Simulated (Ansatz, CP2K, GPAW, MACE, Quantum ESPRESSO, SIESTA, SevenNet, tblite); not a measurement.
# CP2K on Ag(111)/Be(0001) interface (62 atoms): settings against a plane-wave reference, part 2 of 3

How do the settings of CP2K change the result for Ag(111)/Be(0001) interface (62 atoms)? A plane-wave run serves as the yardstick.

Program: CP2K 2026.2; the method stands at each step. Banners, paths, timers and routine set-up lines are dropped from the logs unmarked, and long logs keep their key lines alone; longer cuts are marked.

So far. Step 2 (PBE, DZVP-MOLOPT-SR, 600/50 Ry, diagonalisation): Forces lie 35 % from the reference's, at 3.6 times its CPU time (on 4 against 2 cores). Step 3 (GFN1-xTB, diagonalisation): Against the first run (35 %), the force difference from the reference is 67 %, at 0.015 times the CPU time (on 1 against 4 cores) (124 SCF steps against 24); the model has changed, so this is no error of the program alone.

## 4. PBE, SZV-MOLOPT-SR, 600/50 Ry, diagonalisation

Method: Kohn-Sham DFT, PBE, GTH-PBE pseudopotentials, Gaussian and plane waves, SZV-MOLOPT-SR-GTH, diagonalisation.

input.inp

```
&GLOBAL
  PROJECT cell
  RUN_TYPE ENERGY_FORCE
  PRINT_LEVEL LOW
&END GLOBAL
&FORCE_EVAL
  METHOD QS
  STRESS_TENSOR ANALYTICAL
  &DFT
    BASIS_SET_FILE_NAME BASIS_MOLOPT
    POTENTIAL_FILE_NAME GTH_POTENTIALS
    &MGRID
      CUTOFF 600
      REL_CUTOFF 50
      NGRIDS 5
    &END MGRID
    &QS
      EPS_DEFAULT 1.0E-12
    &END QS
    &SCF
      SCF_GUESS ATOMIC
      EPS_SCF 5.0E-06
      MAX_SCF 200
      ADDED_MOS 31
      &DIAGONALIZATION
        ALGORITHM STANDARD
      &END DIAGONALIZATION
      &SMEAR ON
        METHOD FERMI_DIRAC
        ELECTRONIC_TEMPERATURE [K] 580
      &END SMEAR
      &MIXING
        METHOD BROYDEN_MIXING
        ALPHA 0.15
        NBROYDEN 12
      &END MIXING
      &PRINT
        &RESTART OFF
        &END RESTART
      &END PRINT
    &END SCF
    &XC
      &XC_FUNCTIONAL PBE
      &END XC_FUNCTIONAL
    &END XC
    &PRINT
      &MULLIKEN ON
      &END MULLIKEN
      &HIRSHFELD ON
        SHAPE_FUNCTION DENSITY
      &END HIRSHFELD
      &MO ON
        EIGENVALUES T
        OCCUPATION_NUMBERS T
        MO_INDEX_RANGE 162 185
        &EACH
          QS_SCF 0
        &END EACH
        ADD_LAST NUMERIC
      &END MO
    &END PRINT
  &END DFT
  &SUBSYS
    &CELL
      A 7.78060 0.00000 0.00000
      B 3.89030 6.73820 0.00000
      C 0.00000 0.00000 12.53554
    &END CELL
    &COORD
      Ag 3.37950 3.91139 0.01905
      Ag 6.66128 3.20024 2.33249
      Ag 6.13100 4.88378 0.01366
      Ag 9.41962 4.18489 2.32735
      Ag 8.89245 5.78771 12.44917
      Ag 4.46272 5.12117 2.29639
      Ag 3.94760 6.72290 12.50558
      Ag 7.21180 6.11970 2.35079
      Ag 2.82848 0.96747 0.00188
      Ag 6.15107 0.35477 2.31343
      Ag 5.58795 1.94411 0.03159
      Ag 1.18627 1.25283 2.30579
      Ag 8.30851 2.89743 0.04500
      Ag 3.79281 2.19490 2.31682
      Be 4.27065 4.43111 4.65069
      Be 3.69882 3.33716 6.57376
      Be 4.37581 4.48292 8.30291
      Be 3.62335 3.31425 10.14476
      Be 2.42338 3.41984 4.70008
      Be 1.70356 2.22657 6.48125
[... 38 atom lines left out ...]
      Be 6.34084 5.59560 4.72740
      Be 5.66214 4.50307 6.51447
      Be 6.25245 5.65315 8.24137
      Be 5.62456 4.54970 10.13837
    &END COORD
    &KIND Ag
      BASIS_SET SZV-MOLOPT-SR-GTH-q11
      POTENTIAL GTH-PBE-q11
    &END KIND
    &KIND Be
      BASIS_SET SZV-MOLOPT-SR-GTH-q4
      POTENTIAL GTH-PBE-q4
    &END KIND
  &END SUBSYS
  &PRINT
    &FORCES ON
    &END FORCES
    &STRESS_TENSOR ON
    &END STRESS_TENSOR
  &END PRINT
&END FORCE_EVAL
```

On the command line:

```sh
OMP_NUM_THREADS=1 cp2k.psmp -i input.inp > output.txt
```

Numbers of over 12 decimals in the logs are rounded to 6 here.

Output:

```text
CP2K| version string:                                       CP2K version 2026.2
 CP2K| Input file name                                                 input.inp
 GLOBAL| Basis set file name                                        BASIS_MOLOPT
 GLOBAL| Potential file name                                      GTH_POTENTIALS
[... lines left out ...]
 Number of electrons:                                                        346
[... lines left out ...]
  Step     Update method      Time    Convergence         Total energy    Change
[... lines left out ...]
  *** SCF run converged in    29 steps ***
[... lines left out ...]
  Fermi energy:                                                 0.466660
  Total energy:                                             -1207.651292
  Total energy (extrapolated to T->0):                      -1207.647594
[... lines left out ...]
 MO| E(Fermi):            0.466660 a.u.         12.698452 eV
[... lines left out ...]
 ENERGY| Total FORCE_EVAL ( QS ) energy [hartree]          -1207.651300
[... lines left out ...]
 FORCES|      1 -4.93271041E-03 -5.54035865E-03  1.13809367E-02   1.35850258E-02
 FORCES|      2  1.48478007E-03  1.70132261E-04 -1.84212013E-02   1.84817254E-02
 FORCES|      3  1.96807754E-03 -5.45902981E-03  1.54192709E-02   1.64750797E-02
[...]
FORCES|     61  9.95686244E-03 -1.21960806E-02  2.35517580E-02   2.83296452E-02
 FORCES|     62 -2.04224296E-03 -1.13431078E-02  4.89201047E-02   5.02594617E-02
 FORCES| Sum    -1.53975968E-04  1.42018626E-05 -1.58015221E-03
 FORCES| Total atomic force                                       1.58770001E-03
 STRESS| Analytical stress tensor [bar]
 STRESS|                        x                   y                   z
 STRESS|      x        1.10033049304E+06   6.33039036959E+02   1.61722466789E+03
 STRESS|      y        6.33039036959E+02   1.09637111707E+06  -9.83951609040E+02
 STRESS|      z        1.61722466789E+03  -9.83951609040E+02   5.18898989307E+05
 STRESS| 1/3 Trace                                             9.05200199803E+05
```

Wall time 7.7 min (1 thread of Arm Neoverse V1, shared host); peak memory 2.3 GiB.

Numbers from this run, and their distance from the reference:

- r.m.s. force component: 1.156 eV/Å
- r.m.s. difference of force components: 1154 meV/Å
- longest difference of force vectors: 4025 meV/Å
- force difference over r.m.s. force: 283.2 %
- slope of forces against the reference's: 0.5173
- correlation of force components: 0.1823
- pressure: 90.52 GPa
- pressure difference: 91.84 GPa

This is a coarse setting, run to see what it loses.

Against the first run (35 %), the force difference from the reference is 283 %, at 0.60 times the CPU time (on 1 against 4 cores), with 222 basis functions against 638: the smaller basis costs accuracy.

## 5. PBE, DZVP-MOLOPT-SR, 300/50 Ry, diagonalisation

Method: Kohn-Sham DFT, PBE, GTH-PBE pseudopotentials, Gaussian and plane waves, DZVP-MOLOPT-SR-GTH, diagonalisation.

Edit input.inp of step 4 so:

```diff
@@ -12,5 +12,4 @@
     &MGRID
-      CUTOFF 600
+      CUTOFF 300
       REL_CUTOFF 50
-      NGRIDS 5
     &END MGRID
@@ -23,3 +22,3 @@
       MAX_SCF 200
-      ADDED_MOS 31
+      ADDED_MOS 32
       &DIAGONALIZATION
@@ -72,3 +71,3 @@
     &KIND Ag
-      BASIS_SET SZV-MOLOPT-SR-GTH-q11
+      BASIS_SET DZVP-MOLOPT-SR-GTH-q11
       POTENTIAL GTH-PBE-q11
@@ -76,3 +75,3 @@
     &KIND Be
-      BASIS_SET SZV-MOLOPT-SR-GTH-q4
+      BASIS_SET DZVP-MOLOPT-SR-GTH-q4
       POTENTIAL GTH-PBE-q4
```

On the command line:

```sh
OMP_NUM_THREADS=2 cp2k.psmp -i input.inp > output.txt
```

Output:

```text
CP2K| version string:                                       CP2K version 2026.2
 CP2K| Input file name                                                 input.inp
 GLOBAL| Basis set file name                                        BASIS_MOLOPT
 GLOBAL| Potential file name                                      GTH_POTENTIALS
 GLOBAL| Run type                                                   ENERGY_FORCE
 GLOBAL| Total number of message passing processes                             1
 GLOBAL| Number of threads for this process                                    2
[... lines left out ...]
                        Smear method:                                FERMI_DIRAC
[... lines left out ...]
 Number of electrons:                                                        346
[... lines left out ...]
  Step     Update method      Time    Convergence         Total energy    Change
[... lines left out ...]
  *** SCF run converged in    24 steps ***
[... lines left out ...]
  Fermi energy:                                                 0.248193
  Total energy:                                             -1222.486010
  Total energy (extrapolated to T->0):                      -1222.480298
[... lines left out ...]
 MO| E(Fermi):            0.248193 a.u.          6.753677 eV
[... lines left out ...]
     62       Be     2       4.000          4.026                        -0.026
  Total Charge                                                            0.000
 !-----------------------------------------------------------------------------!
 ENERGY| Total FORCE_EVAL ( QS ) energy [hartree]          -1222.486007
 FORCES| Atomic forces [hartree/bohr]
 FORCES|   Atom     x               y               z               |f|
 FORCES|      1 -5.14710295E-03 -2.45242748E-03 -1.65531656E-02   1.75075515E-02
 FORCES|      2  8.80989602E-04 -2.36886194E-04  1.12301534E-02   1.12671471E-02
 FORCES|      3  4.12865741E-03 -6.25065360E-03 -1.56770390E-02   1.73748679E-02
[...]
FORCES|     61  3.25134332E-02 -3.04383055E-03  6.94156536E-02   7.67132402E-02
 FORCES|     62 -1.27371690E-02 -2.23448860E-02 -4.71600648E-02   5.37177914E-02
 FORCES| Sum    -5.45023429E-04 -4.40861095E-02  6.09628967E-01
 FORCES| Total atomic force                                       6.11221204E-01
 STRESS| Analytical stress tensor [bar]
 STRESS|                        x                   y                   z
 STRESS|      x        2.02709749482E+05   5.58090422713E+04   2.14717482628E+03
 STRESS|      y        5.58090422713E+04   1.41362567854E+05   6.74022998171E+02
 STRESS|      z        2.14717482628E+03   6.74022998171E+02  -1.02223565528E+05
 STRESS| 1/3 Trace                                             8.06162506026E+04
```

Wall time 5.6 min (2 threads); peak memory 1.1 GiB; 11 min of CPU time.

Against the reference:

- r.m.s. force component: 1.782 eV/Å
- r.m.s. difference of force components: 1747 meV/Å
- longest difference of force vectors: 6126 meV/Å
- force difference over r.m.s. force: 428.9 %
- slope of forces against the reference's: 0.8655
- correlation of force components: 0.1987
- pressure: 8.062 GPa
- pressure difference: 9.385 GPa
- energy less the same-level run's: -235.4 meV/atom
- r.m.s. force difference from the same-level run: 1731 meV/Å

This is a coarse setting, run to see what it loses.

Against the first run (35 %), the force difference from the reference is 429 %, at 0.85 times the CPU time (on 2 against 4 cores): the grid matters here.

The difference per atom is largest on Be (3.2 eV/Å on average, against 0.041 on Ag). The forces add up to 31 eV/Å instead of zero, usually a sign of too coarse a grid.

## 6. PBE, DZVP-MOLOPT-SR, 210/50 Ry, diagonalisation

Method: Kohn-Sham DFT, PBE, GTH-PBE pseudopotentials, Gaussian and plane waves, DZVP-MOLOPT-SR-GTH, diagonalisation.

Edit input.inp of step 5 so:

```diff
@@ -12,3 +12,3 @@
     &MGRID
-      CUTOFF 300
+      CUTOFF 210
       REL_CUTOFF 50
@@ -68,3 +68,28 @@
     &COORD
-[... 62 atom lines left out: the same atoms as in the first run ...]
+      SCALED
+      Ag 0.14411 0.58048 0.00152
+      Ag 0.61867 0.47494 0.18607
+      Ag 0.42559 0.72479 0.00109
+      Ag 0.90012 0.62107 0.18566
+      Ag 0.71343 0.85894 0.99311
+      Ag 0.19356 0.76002 0.18319
+      Ag 0.00850 0.99773 0.99761
+      Ag 0.47279 0.90821 0.18753
+      Ag 0.29174 0.14358 0.00015
+      Ag 0.76424 0.05265 0.18455
+      Ag 0.57393 0.28852 0.00252
+      Ag 0.05950 0.18593 0.18394
+      Ag 0.85285 0.43000 0.00359
+      Ag 0.32460 0.32574 0.18482
+      Be 0.22008 0.65761 0.37100
+      Be 0.22776 0.49526 0.52441
+      Be 0.22975 0.66530 0.66235
+      Be 0.21976 0.49186 0.80928
+      Be 0.05770 0.50753 0.37494
+      Be 0.05373 0.33044 0.51703
+[... 38 atom lines left out ...]
+      Be 0.39974 0.83043 0.37712
+      Be 0.39358 0.66829 0.51968
+      Be 0.38411 0.83897 0.65744
+      Be 0.38529 0.67521 0.80877
     &END COORD
```

Output:

```text
CP2K| version string:                                       CP2K version 2026.2
 CP2K| Input file name                                                 input.inp
 GLOBAL| Basis set file name                                        BASIS_MOLOPT
 GLOBAL| Potential file name                                      GTH_POTENTIALS
[... lines left out ...]
 Number of electrons:                                                        346
[... lines left out ...]
  Step     Update method      Time    Convergence         Total energy    Change
[... lines left out ...]
  *** SCF run converged in    23 steps ***
[... lines left out ...]
  Fermi energy:                                                 0.245886
  Total energy:                                             -1222.880931
  Total energy (extrapolated to T->0):                      -1222.875277
[... lines left out ...]
 MO| E(Fermi):            0.245886 a.u.          6.690906 eV
[... lines left out ...]
 ENERGY| Total FORCE_EVAL ( QS ) energy [hartree]          -1222.880932
[... lines left out ...]
 FORCES|      1 -5.64032659E-03 -2.08645597E-03 -1.66684494E-02   1.77201520E-02
 FORCES|      2  1.78715385E-03 -4.87004766E-04  1.13646255E-02   1.15145910E-02
 FORCES|      3  5.15031297E-03 -5.81044761E-03 -1.57462788E-02   1.75565464E-02
[...]
FORCES|     61 -5.13138153E-02  1.44418521E-02  4.82055303E-02   7.18710504E-02
 FORCES|     62 -2.72587227E-02  3.06298208E-02 -3.85510712E-02   5.62797386E-02
 FORCES| Sum    -8.65191526E-02  4.67896632E-02 -1.78521253E-01
 FORCES| Total atomic force                                       2.03825107E-01
 STRESS| Analytical stress tensor [bar]
 STRESS|                        x                   y                   z
 STRESS|      x        2.12381449159E+05   7.08896890288E+04   2.12286966368E+03
 STRESS|      y        7.08896890288E+04   1.31022680797E+05  -1.49558463154E+03
 STRESS|      z        2.12286966368E+03  -1.49558463154E+03  -8.04443869123E+04
 STRESS| 1/3 Trace                                             8.76532476815E+04
```

It took 4.6 min on 2 threads; peak memory 0.86 GiB; 9 min of CPU time.

Numbers from this run, and their distance from the reference:

* r.m.s. force component: 2.067 eV/Å
* r.m.s. difference of force components: 2106 meV/Å
* longest difference of force vectors: 8509 meV/Å
* force difference over r.m.s. force: 517.1 %
* slope of forces against the reference's: 0.0106
* correlation of force components: 0.0021
* pressure: 8.765 GPa
* pressure difference: 10.09 GPa
* energy less the same-level run's: -408.8 meV/atom
* r.m.s. force difference from the same-level run: 2116 meV/Å

This is a coarse setting, run to see what it loses.

Against the first run (35 %), the force difference from the reference is 517 %, at 0.70 times the CPU time (on 2 against 4 cores): the grid matters here.

The difference per atom is largest on Be (3.8 eV/Å on average, against 0.066 on Ag). The forces add up to 10 eV/Å instead of zero, usually a sign of too coarse a grid.

(Continued in part 3 of 3.)

[Also dropped from logs without a mark: logging warnings of Python, and SIESTA's first energy breakdown and zero terms.]

[Logs are printed without paths, hosts, clocks, repeated set-up lines and the standing remarks that a program may print on its own settings, such as how far it seeks lower states.]

[Hosts, paths, dates, database ids (printed as entryN), source tags and the programs' standing remarks are cut or masked in the printed files.]
